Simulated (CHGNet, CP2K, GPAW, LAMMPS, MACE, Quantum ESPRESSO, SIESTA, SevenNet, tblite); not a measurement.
# Amorphous Si (114 atoms) in GPAW

How do the settings of GPAW change the result for amorphous Si (114 atoms)? A plane-wave run serves as the yardstick.

Program: GPAW 26.7.0. Level of theory: the method is named at each step. Results are calculated unless marked as measured.

## (1) The structure

The cell holds 114 atoms: 114 Si. Its edges and angles: a = 13.280 Å, b = 13.280 Å, c = 13.280 Å, α = 90.0°, β = 90.0°, γ = 90.0°. 114 atoms (114 Si) placed at random at 2.27 g/cm³, melted at 3500 K for 10 ps at fixed volume with the Tersoff potential (Tersoff, Phys. Rev. B 39, 5566 (1989)). Quenched from 3500 K to 700 K at 10 K/ps and fixed volume, annealed at 1200 K for 20 ps, held 5 ps.

The yardstick, on the same geometry:

| Quantity | Value |
| --- | --- |
| method | Kohn-Sham DFT, PBE, SSSP efficiency 1.3.0 pseudopotentials, plane waves (Quantum ESPRESSO 7.5); sssp-pbe-1.3.0-efficiency, cutoffs 45/360 Ry, Γ point |
| r.m.s. force component | 0.8128 eV/Å |
| longest force | 3.968 eV/Å |
| pressure | 0.7543 GPa |
| time | 5.9 min on 4 MPI ranks of Arm Neoverse V1, shared host |
| CPU time | 24 min |

## (2) PBE, LCAO dzp, h 0.2 Å

Method: Kohn-Sham DFT, PBE, PAW, atomic orbitals (dzp).

Contents of run.py:

```python
import numpy as np
from ase.io import read
from gpaw import GPAW, FermiDirac
from ase.parallel import parprint as print

atoms = read("structure.xyz")
atoms.calc = GPAW(
    mode="lcao",
    basis="dzp",
    h=0.2,
    xc="PBE",
    kpts={"size": (1, 1, 1), "gamma": True},
    occupations=FermiDirac(0.05),
    maxiter=200,
    symmetry={"point_group": False},
    txt="gpaw.txt",
)
energy = atoms.get_potential_energy(force_consistent=True)
forces = atoms.get_forces()
print(f"energy {energy:.6f} eV")
print("forces (eV/A)")
for i, (a, f) in enumerate(zip(atoms, forces)):
    print(f"{i:4d} {a.symbol:2s} {f[0]:10.5f} {f[1]:10.5f} {f[2]:10.5f}")
print(f"Fermi level {atoms.calc.get_fermi_level():.4f} eV")
for k in range(len(atoms.calc.get_ibz_k_points())):
    for s in range(atoms.calc.get_number_of_spins()):
        e = atoms.calc.get_eigenvalues(kpt=k, spin=s)
        n = np.searchsorted(e, atoms.calc.get_fermi_level())
        print(f"k {k} spin {s} levels about the Fermi level:", np.round(e[max(n - 6, 0):n], 4).tolist(), "|", np.round(e[n:n + 6], 4).tolist())
```

Contents of structure.xyz:

```xyz
114
Lattice="13.28010 0.00000 0.00000 0.00000 13.28010 0.00000 0.00000 0.00000 13.28010" Properties=species:S:1:pos:R:3 pbc="T T T"
Si 3.62162 6.04603 7.11481
Si 8.72011 10.94333 11.13417
Si 3.72427 3.78084 7.24151
Si 9.09687 4.90022 10.47309
Si 4.16836 6.47086 3.45787
Si 4.06437 1.77927 0.64422
Si 7.26860 7.28188 5.69982
Si 10.72408 0.12762 5.57924
Si 4.43024 8.11892 1.76400
Si 3.62932 0.08061 5.65626
Si 4.62519 12.02872 2.49892
Si 11.26179 4.52772 7.51468
Si 9.02808 7.86262 9.20112
Si 1.28272 5.67379 7.35372
Si 0.83744 7.26740 9.10670
Si 12.23403 1.65311 4.52559
Si 11.48476 8.33419 12.12473
Si 2.76107 2.27037 5.58574
Si 9.23711 9.68624 7.71786
Si 4.76025 7.32225 5.47299
Si 6.00287 3.12999 6.96701
Si 11.31212 8.26500 1.12323
Si 8.48479 5.61589 4.47978
Si 0.61606 1.01633 0.82111
Si 9.51506 9.82674 4.14658
Si 7.32451 6.65599 7.82981
Si 11.80667 9.99739 7.43739
Si 7.50445 9.75742 0.83598
Si 5.99836 0.51992 3.25057
Si 2.33398 8.48917 0.76507
Si 12.21450 1.35138 12.60242
Si 3.05256 2.99148 9.27296
Si 8.75105 6.06569 2.06638
Si 2.06745 2.82587 1.09242
Si 9.24521 1.41486 9.87880
Si 10.77428 13.18435 0.01859
Si 0.81234 12.35647 4.44326
Si 6.03979 10.44958 4.97366
Si 3.40913 10.26950 7.89382
Si 6.77272 0.85789 7.18892
Si 5.98654 12.83389 5.51748
Si 11.37321 12.27812 2.07927
Si 0.70185 10.23391 0.52802
Si 13.27598 10.14879 4.50740
Si 0.91912 9.40098 8.16487
Si 9.78225 12.33482 3.67527
Si 5.32559 0.41460 10.79473
Si 8.74800 2.29626 4.20674
Si 5.06503 9.79925 11.06684
Si 1.44434 8.94999 5.73740
Si 5.10487 6.98653 8.77084
Si 0.98937 6.75399 5.23595
Si 13.23070 3.74565 7.69024
Si 3.80063 9.61612 5.54989
Si 9.32834 3.00688 11.63350
Si 3.40010 0.63107 9.41360
[... 54 atom lines left out ...]
Si 11.37454 3.54738 12.75673
Si 8.48346 0.54913 0.46680
Si 8.30750 0.50212 2.81419
Si 2.92614 12.51464 7.61693
```

On the command line:

```
$ OMP_NUM_THREADS=1 mpirun -np 2 gpaw python run.py > output.txt
```

Log:

```text
energy -575.288315 eV
forces (eV/A)
   0 Si    0.21346    0.50606   -0.02253
   1 Si   -0.58811   -0.61461    0.44395
   2 Si    0.82997   -0.89001   -1.20096
   3 Si    0.50493    0.45152   -1.20073
   4 Si    1.11267   -0.64090   -0.79906
   5 Si   -0.01307   -1.05860   -0.31455
   6 Si   -0.60711   -0.03642   -1.49747
   7 Si    0.62968   -0.68006   -0.24601
   8 Si   -0.26499    0.96772    1.44218
   9 Si    1.41477   -0.61558   -0.90849
  10 Si    0.37410   -0.62727    0.26934
  11 Si   -3.95435    0.92204    0.71089
  12 Si    0.00662   -0.75891   -1.18983
  13 Si   -0.37215    1.17473   -0.33477
  14 Si    0.95481   -0.71058    0.07296
  15 Si   -1.61333    1.41922   -0.48728
  16 Si    0.24960    0.07767   -1.11762
  17 Si    0.02709    0.24339    0.22350
  18 Si    0.68429    0.76880    0.28450
  19 Si    0.50494    0.29519    0.12570
  20 Si    0.37447   -0.22341   -0.64007
  21 Si   -0.52202    1.38116    0.71571
  22 Si   -0.55307    0.13731    0.40381
  23 Si    0.47691    0.47573    0.24121
[...]
106 Si    0.05084    1.27842    0.07959
 107 Si    0.76093    0.83363   -0.02893
 108 Si   -0.00823   -0.02014    0.85404
 109 Si    0.06251   -0.34488   -1.00185
 110 Si   -0.70008   -0.10801    0.55588
 111 Si    0.43192    1.51003    0.59215
 112 Si   -1.17245    0.46544   -0.86734
 113 Si   -0.00037    0.07093    0.67771
Fermi level 5.2503 eV
k 0 spin 0 levels about the Fermi level: [4.7002, 4.7887, 4.8341, 4.9741, 5.1203, 5.1957] | [5.289, 5.4887, 5.6241, 5.6789, 5.7686, 5.8329]
```

gpaw.txt:

```text
Input parameters:
  mode=LCAO(),
  basis={'default': 'dzp'},
  h=0.2,
  kpts=MonkhorstPack(size=(1, 1, 1), gamma=True),
  maxiter=200,
  occupations=Occupations(name='fermi-dirac', width=0.05, fixmagmom=False),
  symmetry=Symmetry(point_group=False),
  xc=XC(name='PBE')
Unit cell  # Å
| periodic |         x |         y |         z |   lengths |    angles |
|----------|-----------|-----------|-----------|-----------|-----------|
|      yes | 13.280100 |  0.000000 |  0.000000 | 13.280100 | 90.000000 |
|      yes |  0.000000 | 13.280100 |  0.000000 | 13.280100 | 90.000000 |
|      yes |  0.000000 |  0.000000 | 13.280100 | 13.280100 | 90.000000 |
Number of symmetries: 1
Symmetry operations  # r_c * U_cc + t_c -> r_c
|   | kind |            matrix            |
|---|------|------------------------------|
| 0 |  E   |  1, 0, 0,  0, 1, 0,  0, 0, 1 |
BZ-sampling:
  Number of BZ points: 1
  Number of IBZ points: 1
  Monkhorst-Pack size: [1, 1, 1]
  Monkhorst-Pack shift: [0, 0, 0]
[... lines left out ...]
      Number of RI-basis functions 0
Reference energy: -899043.244526  # eV
eigensolver:
density mixing:
  MSR1-Mixer
occupation numbers:
  Fermi-Dirac:
    width: 0.0500  # eV
FastPoissonSolver using
    Stencil: 6*3+1=19 point O(h^6) finite-difference Laplacian
xc functional:
  name: PBE with 2 nearest neighbor stencil
interpolation: tri-quintic # 5. degree polynomial
Initialization done in: 8.153 s
convergence criteria:
- Maximum [total energy] change in last 3 cyles: 0.0005 eV / valence electron
- Maximum integral of absolute [dens]ity change: 0.0001 electrons / valence electron
- Maximum integral of absolute [eigenst]ate change: 4e-08 eV^2 / valence electron
maximum number of iterations: 200
SCF iterations
|iter     |      energy | eigst |  dens |
|---------|-------------|-------|-------|
|iter:   1| -576.725314 |      c|       |
|iter:   2| -576.273149 |      c| -0.90 |
|iter:   3| -604.647608 |      c| -0.92 |
|iter:   4| -643.300908 |      c| -1.06 |
[...]
|iter:   8| -575.448631 |      c| -1.89 |
|iter:   9| -575.275548 |      c| -2.07 |
|iter:  10| -575.243033c|      c| -2.30 |
|iter:  11| -575.239454c|      c| -2.43 |
|iter:  12| -575.214304c|      c| -2.57 |
[...]
|iter:  16| -575.212125c|      c| -3.72 |
|iter:  17| -575.212113c|      c| -3.94 |
|iter:  18| -575.212122c|      c| -4.24c|
Converged in 18 steps
SCF loop duration: 321.295 s (17.850 s/step)
Energy contributions relative to reference atoms: (reference = -899043.244526)
Energy contributions:
  Kinetic:         704.072586
  Coulomb:        -601.977194
  Zero:             -1.567706
  External:          0.000000
  Xc:             -675.663614
  Entropy:          -0.152387
  Spinorbit:         0.000000
  ----------------------------
  Free energy:    -575.288315
  Extrapolated:   -575.212122
dipole moment: (84.538866, -23.208722, 0.873314)  # |e|*Ang
Fermi level: 5.250
Eigenvalues  # (at kpt = [0.000, 0.000, 0.000])
| band index |      eig [eV] | occ [0-2] |
|------------|---------------|-----------|
|          0 |        -7.057 |     2.000 |
|        ... |               |           |
|        220 |         4.535 |     2.000 |
|        221 |         4.588 |     2.000 |
[...]
|        235 |         6.034 |     0.000 |
|        ... |               |           |
|        277 |         7.648 |     0.000 |
Gap: 0.093 eV
Transition (v -> c):
  (s=0, k=0, n=227, [0.00, 0.00, 0.00]) -> (s=0, k=0, n=228, [0.00, 0.00, 0.00])
No difference between direct/indirect transitions
Force computation time: 44.239  # s
```

Elapsed: 6.3 min, on 2 MPI ranks of Arm Neoverse V1, shared host; peak memory 2.9 GiB.

Banners, paths, timers and routine set-up lines are dropped from the logs unmarked, and long logs keep their key lines alone; longer cuts are marked.

Against the reference:

* r.m.s. force component: 0.8491 eV/Å
* r.m.s. difference of force components: 46.11 meV/Å
* longest difference of force vectors: 169.3 meV/Å
* force difference over r.m.s. force: 5.673 %
* slope of forces against the reference's: 1.044
* correlation of force components: 0.9994

The surroundings of Si91, which has 5 bonded neighbours where the commonest count for Si is 4, nearest first, numbered as they follow in the input and with coordinates relative to it.

```csv
atom,x,y,z,distance (Å),bonds,Fx,Fy,Fz (eV/Å)
Si91,0.00,0.00,0.00,0.00,5,-1.01,-0.82,-0.40
Si33,1.68,0.89,1.23,2.26,4,0.90,0.07,1.01
Si70,-1.74,1.58,-0.64,2.43,4,0.59,-0.43,-0.90
Si102,-1.29,-0.55,2.14,2.56,4,-0.96,-0.10,-1.19
Si92,0.32,-2.38,-0.93,2.58,4,1.02,-0.03,-0.59
Si61,0.76,1.11,-2.39,2.75,5,-0.94,-0.13,1.13
Si85,-0.41,3.32,-1.81,3.81,5,-0.42,-0.45,0.26
Si98,3.74,-0.46,0.76,3.84,4,0.10,-0.25,0.19
Si23,1.42,0.44,3.64,3.93,4,-0.55,0.14,0.40
```

Atoms are counted from 1 here, from 0 in the log.

Forces lie 5.7 % from the reference's, at 0.53 times its CPU time (on 2 against 4 cores).

## (3) PBE, LCAO dzp, h 0.22 Å

Method: Kohn-Sham DFT, PBE, PAW, atomic orbitals (dzp).

run.py: that of step 2 with these lines changed.

```diff
@@ -9,3 +9,3 @@
     basis="dzp",
-    h=0.2,
+    h=0.22,
     xc="PBE",
```

structure.xyz is that of step 2.

Log:

```text
energy -575.027368 eV
forces (eV/A)
   0 Si    0.21695    0.49959   -0.02265
   1 Si   -0.59192   -0.61284    0.44300
   2 Si    0.82862   -0.88853   -1.19990
   3 Si    0.50578    0.45185   -1.20462
   4 Si    1.11741   -0.63801   -0.80306
   5 Si   -0.01737   -1.06042   -0.31416
   6 Si   -0.60980   -0.03650   -1.49756
   7 Si    0.63103   -0.68154   -0.24329
   8 Si   -0.27053    0.96852    1.44585
   9 Si    1.41350   -0.61586   -0.90561
  10 Si    0.37262   -0.62620    0.26907
  11 Si   -3.96232    0.92029    0.71175
  12 Si    0.00557   -0.75754   -1.19243
  13 Si   -0.37796    1.16819   -0.33582
  14 Si    0.95568   -0.71123    0.07053
  15 Si   -1.61337    1.42015   -0.48382
  16 Si    0.24507    0.07364   -1.11803
  17 Si    0.02434    0.24435    0.22244
  18 Si    0.68526    0.76771    0.28603
  19 Si    0.50020    0.29280    0.12458
  20 Si    0.37567   -0.22127   -0.63763
  21 Si   -0.52325    1.38168    0.71714
  22 Si   -0.55093    0.14002    0.40563
  23 Si    0.47260    0.47389    0.24185
[...]
106 Si    0.05292    1.27860    0.08389
 107 Si    0.76017    0.83406   -0.02841
 108 Si   -0.01650   -0.02089    0.85467
 109 Si    0.06175   -0.34364   -1.00057
 110 Si   -0.69903   -0.11095    0.55825
 111 Si    0.42798    1.51073    0.59301
 112 Si   -1.16768    0.46856   -0.87027
 113 Si   -0.00019    0.07569    0.67910
Fermi level 5.2504 eV
k 0 spin 0 levels about the Fermi level: [4.7002, 4.7887, 4.8342, 4.9742, 5.1204, 5.1958] | [5.2891, 5.4889, 5.6243, 5.6792, 5.7688, 5.833]
```

gpaw.txt:

```text
Input parameters:
  mode=LCAO(),
  basis={'default': 'dzp'},
  h=0.22,
  kpts=MonkhorstPack(size=(1, 1, 1), gamma=True),
  maxiter=200,
  occupations=Occupations(name='fermi-dirac', width=0.05, fixmagmom=False),
  symmetry=Symmetry(point_group=False),
  xc=XC(name='PBE')
Unit cell  # Å
| periodic |         x |         y |         z |   lengths |    angles |
[... lines left out ...]
  Fermi-Dirac:
[... lines left out ...]
convergence criteria:
- Maximum [total energy] change in last 3 cyles: 0.0005 eV / valence electron
[... lines left out ...]
Converged in 18 steps
[... lines left out ...]
  Coulomb:        -601.548711
  Zero:             -1.333834
  External:          0.000000
  Xc:             -675.627497
  Entropy:          -0.152378
  Spinorbit:         0.000000
  ----------------------------
  Free energy:    -575.027368
  Extrapolated:   -574.951180
dipole moment: (84.455058, -23.176956, 0.826660)  # |e|*Ang
Fermi level: 5.250
Eigenvalues  # (at kpt = [0.000, 0.000, 0.000])
| band index |      eig [eV] | occ [0-2] |
|------------|---------------|-----------|
|          0 |        -7.057 |     2.000 |
|        ... |               |           |
|        220 |         4.535 |     2.000 |
|        221 |         4.588 |     2.000 |
[...]
|        235 |         6.034 |     0.000 |
|        ... |               |           |
|        277 |         7.648 |     0.000 |
Gap: 0.093 eV
Transition (v -> c):
  (s=0, k=0, n=227, [0.00, 0.00, 0.00]) -> (s=0, k=0, n=228, [0.00, 0.00, 0.00])
No difference between direct/indirect transitions
Force computation time: 29.720  # s
```

Elapsed: 4.4 min, on 2 MPI ranks; peak memory 2.1 GiB; 8.9 min of CPU time.

Against the reference:

| Quantity | Value |
| --- | --- |
| r.m.s. force component | 0.8491 eV/Å |
| r.m.s. difference of force components | 45.91 meV/Å |
| longest difference of force vectors | 167.8 meV/Å |
| force difference over r.m.s. force | 5.648 % |
| slope of forces against the reference's | 1.044 |
| correlation of force components | 0.9994 |
| energy less the same-level run's | 2.289 meV/atom |
| r.m.s. force difference from the same-level run | 2.959 meV/Å |

This is a coarse setting, run to see what it loses.

Against the first run (5.7 %), the force difference from the reference is 5.6 %, at 0.71 times the CPU time: the change moves forces by 3.0 meV/Å r.m.s., so most of the difference comes from elsewhere.

## (4) PBE, LCAO szp(dzp), h 0.2 Å

Method: Kohn-Sham DFT, PBE, PAW, atomic orbitals (szp(dzp)).

run.py: that of step 3 with these lines changed.

```diff
@@ -3,3 +3,2 @@
 from gpaw import GPAW, FermiDirac
-from ase.parallel import parprint as print
 
@@ -8,4 +7,4 @@
     mode="lcao",
-    basis="dzp",
-    h=0.22,
+    basis="szp(dzp)",
+    h=0.2,
     xc="PBE",
```

structure.xyz is that of step 3.

On the command line:

```
$ OMP_NUM_THREADS=1 python run.py > output.txt
```

Log:

```text
energy -554.101325 eV
forces (eV/A)
   0 Si    0.17626    0.65495   -0.09086
   1 Si   -0.71216   -0.62785    0.48399
   2 Si    0.83297   -0.85646   -1.32321
   3 Si    0.60110    0.54957   -1.27628
   4 Si    1.15806   -0.71073   -0.88157
   5 Si   -0.00850   -1.15948   -0.32067
   6 Si   -0.66888   -0.05501   -1.75482
   7 Si    0.74216   -0.76728   -0.30198
   8 Si   -0.23131    1.18321    1.55272
   9 Si    1.56294   -0.55194   -1.07146
  10 Si    0.41216   -0.62343    0.29233
  11 Si   -4.11659    1.01161    0.83420
[...]
109 Si   -0.06951   -0.52426   -0.98948
 110 Si   -0.73684   -0.07121    0.67032
 111 Si    0.43862    1.77458    0.46006
 112 Si   -1.19417    0.42630   -0.93542
 113 Si    0.05553    0.01053    0.68526
Fermi level 5.0840 eV
k 0 spin 0 levels about the Fermi level: [4.4692, 4.5785, 4.6191, 4.796, 4.9359, 5.0097] | [5.1444, 5.3376, 5.486, 5.5785, 5.6524, 5.7159]
```

gpaw.txt:

```text
Input parameters:
  mode=LCAO(),
  basis={'default': 'szp(dzp)'},
  h=0.2,
  kpts=MonkhorstPack(size=(1, 1, 1), gamma=True),
  maxiter=200,
  occupations=Occupations(name='fermi-dirac', width=0.05, fixmagmom=False),
  symmetry=Symmetry(point_group=False),
  xc=XC(name='PBE')
[... lines left out ...]
  Fermi-Dirac:
[... lines left out ...]
convergence criteria:
- Maximum [total energy] change in last 3 cyles: 0.0005 eV / valence electron
[... lines left out ...]
Converged in 17 steps
[... lines left out ...]
  Free energy:    -554.101325
[... lines left out ...]
Fermi level: 5.084
[... lines left out ...]
|          0 |        -7.303 |     2.000 |
|        ... |               |           |
|        220 |         4.307 |     2.000 |
|        221 |         4.375 |     2.000 |
[...]
|        235 |         5.962 |     0.000 |
|        ... |               |           |
|        277 |         7.618 |     0.000 |
Gap: 0.135 eV
Transition (v -> c):
  (s=0, k=0, n=227, [0.00, 0.00, 0.00]) -> (s=0, k=0, n=228, [0.00, 0.00, 0.00])
No difference between direct/indirect transitions
Force computation time: 61.267  # s
timing:  # [seconds]
  Total:  499.646  # ━━━━━━━━━━━━━━━━━━━━━━━━━━━━━━━━━━━━━━━━━━━━━━━━━━━━━━━━
  Init:    14.718  # ━╸
  SCF:    423.620  # ━━━━━━━━━━━━━━━━━━━━━━━━━━━━━━━━━━━━━━━━━━━━━━━╸
  Forces:  61.267  # ━━━━━━━
```

Elapsed: 8.4 min, on 1 thread; peak memory 2.5 GiB.

Numbers from this run, and their distance from the reference:

```yaml
r_m_s_force_component: 0.9102 eV/Å
r_m_s_difference_of_force_components: 143.9 meV/Å
longest_difference_of_force_vectors: 478.4 meV/Å
force_difference_over_r_m_s_force: 17.7 %
slope_of_forces_against_the_reference_s: 1.111
correlation_of_force_components: 0.9924
```

This is a coarse setting, run to see what it loses.

Against the first run (5.7 %), the force difference from the reference is 18 %, at 0.67 times the CPU time (on 1 against 2 cores), with 1026 basis functions against 1482: the smaller basis costs accuracy.

(Part 1 of 2 ends here.)

[Also dropped from logs without a mark: logging warnings of Python, and SIESTA's first energy breakdown and zero terms.]

[Logs are printed without paths, hosts, clocks, repeated set-up lines and the standing remarks that a program may print on its own settings, such as how far it seeks lower states.]

[Hosts, paths, dates, database ids (printed as entryN), source tags and the programs' standing remarks are cut or masked in the printed files.]
